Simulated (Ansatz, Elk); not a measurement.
# How far do independent atoms describe Ba2MgAl2Sn2?

Structure refinements treat a crystal as free atoms side by side. For a made-up structure of Ba2MgAl2Sn2 (cell and positions from a PBE relaxation) the runs below show what the calculated density changes in F(hkl).

Main program and level: Elk 11.2.3 (patched build); DFT, PBE, all-electron APW+lo, Dirac cores, scalar-relativistic bands, static density, no spin.

This account leaves out most program logs.

The structure was built from a prototype and need not be the compound's stable phase.

### 1. The starting structure

The structure is orthorhombic, space group Immm (No. 71). Conventional cell: a = 4.562 Å, b = 5.069 Å, c = 20.266 Å, α = 90.00°, β = 90.00°, γ = 90.00°. Nearest to Ba lie 2 Al at 3.47 Å and 5 Sn at 3.52 to 3.82 Å. Nearest to Sn lie 2 Al at 2.73 Å and 5 Ba at 3.52 to 3.82 Å and 2 Mg at 3.72 Å. Al has 1 Al at 2.43 Å and 2 Sn at 2.73 Å and 2 Ba at 3.47 Å nearest. Mg has 8 Al at 3.62 Å and 4 Sn at 3.72 Å nearest. Farther neighbours are not listed.

### 2. Ground state and structure factors

An all-electron density is needed, since X-rays see the cores too. Task 0 finds the density and task 195 Fourier-transforms it; tshift is off so that phases refer to the origin typed.

The input, elk.in:

```
tasks
  0
  195

xctype
  20

spinpol
  .false.

rgkmax
  7.0

gmaxvr
  14.0

lmaxo
  7

lmaxapw
  8

swidth
  0.002

tshift
  .false.

ramdisk
  .false.

hmaxvr
  5.5

maxscl
  120

epspot
  1e-06

sppath
  './'

avec
  -4.31056546173 4.78974475564 19.14866409111
  4.31056546173 -4.78974475564 19.14866409111
  4.31056546173 4.78974475564 -19.14866409111

atoms
  4
  'Ba.in'
  2
  0.1769152082 0.1769152082 0.0000000000   0.000000 0.000000 0.000000
  0.8230847918 0.8230847918 -0.0000000000   0.000000 0.000000 0.000000
  'Sn.in'
  2
  0.3656303838 0.3656303838 0.0000000000   0.000000 0.000000 0.000000
  0.6343696162 0.6343696162 0.0000000000   0.000000 0.000000 0.000000
  'Al.in'
  2
  0.4399249697 0.9399249697 0.5000000000   0.000000 0.000000 0.000000
  0.5600750303 0.0600750303 0.5000000000   0.000000 0.000000 0.000000
  'Mg.in'
  1
  0.0000000000 0.5000000000 0.5000000000   0.000000 0.000000 0.000000

ngridk
  7 7 7
```

Command:

```console
$ OMP_NUM_THREADS=4 elk
```

Run time: 3 min. Hardware: 4 threads of Intel Xeon Platinum 8375C at 2.90GHz (Ice Lake), shared host; peak memory 0.65 GiB; 8.9 min of CPU time.

SFACRHO.OUT:

```text

h k l indices transformed by vhmat matrix:
   1.000000000       0.000000000       0.000000000    
   0.000000000       1.000000000       0.000000000    
   0.000000000       0.000000000       1.000000000    

      h      k      l  multipl.   |H|            Re(F)            Im(F)           |F|

      0      0      0      1   0.0000000       250.00000      0.25894786E-15   250.00000    
     -1     -1      1      2  0.32812656      -47.994425      0.38355989E-13   47.994425    
      2      2     -2      2  0.65625312      -106.07185     -0.11241169E-12   106.07185    
      1      0      0      4  0.67610747      -26.992650     -0.48857678E-14   26.992650    
      1      0     -1      4  0.74705018      -5.6765729     -0.19725742E-13   5.6765729    
     -1     -2      2      4  0.82003378      -22.821761      0.68497341E-13   22.821761    
     -1     -2      1      4  0.87944190      -23.901468      0.83904560E-13   23.901468    
      0      0     -1      4  0.98049567       153.37137     -0.91991844E-14   153.37137    
      3      3     -3      2  0.98437968       115.91195      0.19097610E-12   115.91195    
      1      1     -2      8   1.0339433      -91.868132     -0.38230568E-13   91.868132    
      2      3     -3      4   1.0502969       126.69148      0.12099485E-12   126.69148    
     -3     -2      3      4   1.0973086       94.991301     -0.97549932E-13   94.991301    
      3      1     -2      8   1.1798474      -115.14646     -0.17591934E-13   115.14646    
      1     -1      1      2   1.3117996       197.25181     -0.28285102E-13   197.25181    
      4      4     -4      2   1.3125062      -14.565757     -0.73969006E-13   14.565757    
      3      4     -4      4   1.3225452      -43.914556      0.10405993E-13   43.914556    
      0     -2      2      4   1.3522149      -41.410961      0.58928788E-13   41.410961    
      4      3     -4      4   1.3601796      -92.173904      0.36208266E-13   92.173904
```

Elk indexes on the primitive cell of elk.in and gives |H| = 4π sin θ/λ in inverse bohr. Below, one row stands for each form hkl of the conventional cell (m members, Friedel mates merged), F is for one primitive cell and the density is static (no thermal factor). Free-atom factors are Waasmaier and Kirfel's, and R is Σm||F|−|F'||/Σm|F|.

| hkl | m | sin θ/λ (Å⁻¹) | abs F, DFT | neutral atoms | diff. |
| --- | --- | --- | --- | --- | --- |
| 002 | 2 | 0.049 | 47.994 | 47.880 | +0.114 |
| 004 | 2 | 0.099 | 106.072 | 105.362 | +0.710 |
| 011 | 4 | 0.102 | 26.993 | 26.609 | +0.384 |
| 101 | 4 | 0.112 | 5.677 | 5.933 | -0.256 |
| 013 | 4 | 0.123 | 22.822 | 22.620 | +0.201 |
| 103 | 4 | 0.132 | 23.901 | 24.279 | -0.378 |
| 110 | 4 | 0.147 | 153.371 | 153.182 | +0.189 |
| 006 | 2 | 0.148 | 115.912 | 115.535 | +0.377 |
| 112 | 8 | 0.155 | 91.868 | 91.652 | +0.216 |
| 015 | 4 | 0.158 | 126.692 | 126.750 | -0.058 |
| 105 | 4 | 0.165 | 94.991 | 94.794 | +0.197 |
| 114 | 8 | 0.177 | 115.147 | 115.428 | -0.281 |
| 020 | 2 | 0.197 | 197.252 | 197.638 | -0.386 |
| 008 | 2 | 0.197 | 14.566 | 14.526 | +0.039 |

### 3. The highest occupied states alone

An energy window below the Fermi level keeps the highest occupied states, to see at which angles they scatter; shallow core shells can lie inside it and anion s states outside. No new self-consistency is needed.

Changes to elk.in since step 2:

```diff
@@ -1,3 +1,2 @@
 tasks
-  0
   195
@@ -40,2 +39,5 @@
 
+wsfac
+  -0.178810 0.488680
+
 sppath
```

Command:

```console
$ OMP_NUM_THREADS=4 elk
```

Run time: 30 s. Hardware: 4 threads; peak memory 0.38 GiB; 36 s of CPU time.

States within 10 eV below the Fermi level hold 20.00 electrons; any levels below the window count with the cores. Their amplitudes can exceed the total, where window and core parts have opposite phase:

| hkl | sin θ/λ (Å⁻¹) | abs F, window | abs F, all |
| --- | --- | --- | --- |
| 002 | 0.049 | 2.850 | 47.994 |
| 004 | 0.099 | 3.776 | 106.072 |
| 011 | 0.102 | 4.732 | 26.993 |
| 101 | 0.112 | 0.241 | 5.677 |
| 013 | 0.123 | 1.641 | 22.822 |
| 103 | 0.132 | 2.725 | 23.901 |
| 110 | 0.147 | 0.434 | 153.371 |
| 006 | 0.148 | 0.453 | 115.912 |
| 112 | 0.155 | 1.474 | 91.868 |
| 015 | 0.158 | 1.174 | 126.692 |

### 4. Another functional

The difference from free atoms is small, so it is set against the change that LDA (Perdew-Wang) makes.

Changes to elk.in since step 3:

```diff
@@ -1,2 +1,3 @@
 tasks
+  0
   195
@@ -4,3 +5,3 @@
 xctype
-  20
+  3
 
@@ -39,5 +40,2 @@
 
-wsfac
-  -0.178810 0.488680
-
 sppath
```

Command:

```console
$ OMP_NUM_THREADS=4 elk
```

It took 2.2 min on 4 threads; peak memory 0.5 GiB.

Against the first run R = 0.04 %; the largest change is -0.071 at 400.

### 5. Basis size

The basis and the expansions that go with it are enlarged, to see whether the differences are converged.

Changes to elk.in since step 4:

```diff
@@ -5,3 +5,3 @@
 xctype
-  3
+  20
 
@@ -11,12 +11,12 @@
 rgkmax
-  7.0
+  8.5
 
 gmaxvr
-  14.0
+  18.0
 
 lmaxo
-  7
+  9
 
 lmaxapw
-  8
+  10
```

Command:

```console
$ OMP_NUM_THREADS=4 elk
```

Run time: 7.8 min. Hardware: 4 threads; peak memory 1.2 GiB; 24 min of CPU time.

Against the first run R = 0.00 %; the largest change is -0.010 at 0 3 11.

### 6. Settings against the effect

| run | R against the first run (%) | R against neutral atoms, low angle (%) | wall time |
| --- | --- | --- | --- |
| PBE, rgkmax 7 | 0.00 | 0.32 | 3 min |
| LDA (Perdew-Wang) | 0.04 | 0.32 | 2.2 min |
| rgkmax 8.5 with larger expansions | 0.00 | 0.32 | 7.8 min |

### 7. Summary of results

* R against neutral atoms, sin θ/λ < 0.3 Å⁻¹: 0.32 %
* R against neutral atoms, 0.3 to 0.48 Å⁻¹: 0.07 %

Independent neutral atoms miss the calculated amplitudes by R = 0.32 % below 0.3 Å⁻¹ and 0.07 % from there to 0.48 Å⁻¹; by shells, 0.55 % below 0.15 Å⁻¹ (8 forms), 0.29 % 0.15 to 0.3 (37 forms), 0.07 % 0.3 to 0.45 (81 forms), 0.07 % above 0.45 (23 forms). Bonding, aspherical density and the tables' own atoms all enter these figures, and the runs don't part them. The largest change of an amplitude is +0.71 electrons, at 004. The window's part falls from 20.0 electrons at the origin to at most 0.22 between 0.45 and 0.48 Å⁻¹. Below 0.3 Å⁻¹ the changes that finished (LDA (Perdew-Wang) and rgkmax 8.5 with larger expansions) move F by R = 0.03 % at most, against the 0.32 % that separates it from free atoms. The k-mesh has no finished test. Part of the difference isn't bonding: the tables are fits to free atoms and ions calculated by other methods than this functional. Thermal motion, anomalous dispersion and extinction are left out.

[Logs are printed without paths, hosts, clocks, repeated set-up lines and the standing remarks that a program may print on its own settings, such as how far it seeks lower states.]

[Hosts, paths, dates, database ids (printed as entryN), source tags and the programs' standing remarks are cut or masked in the printed files.]
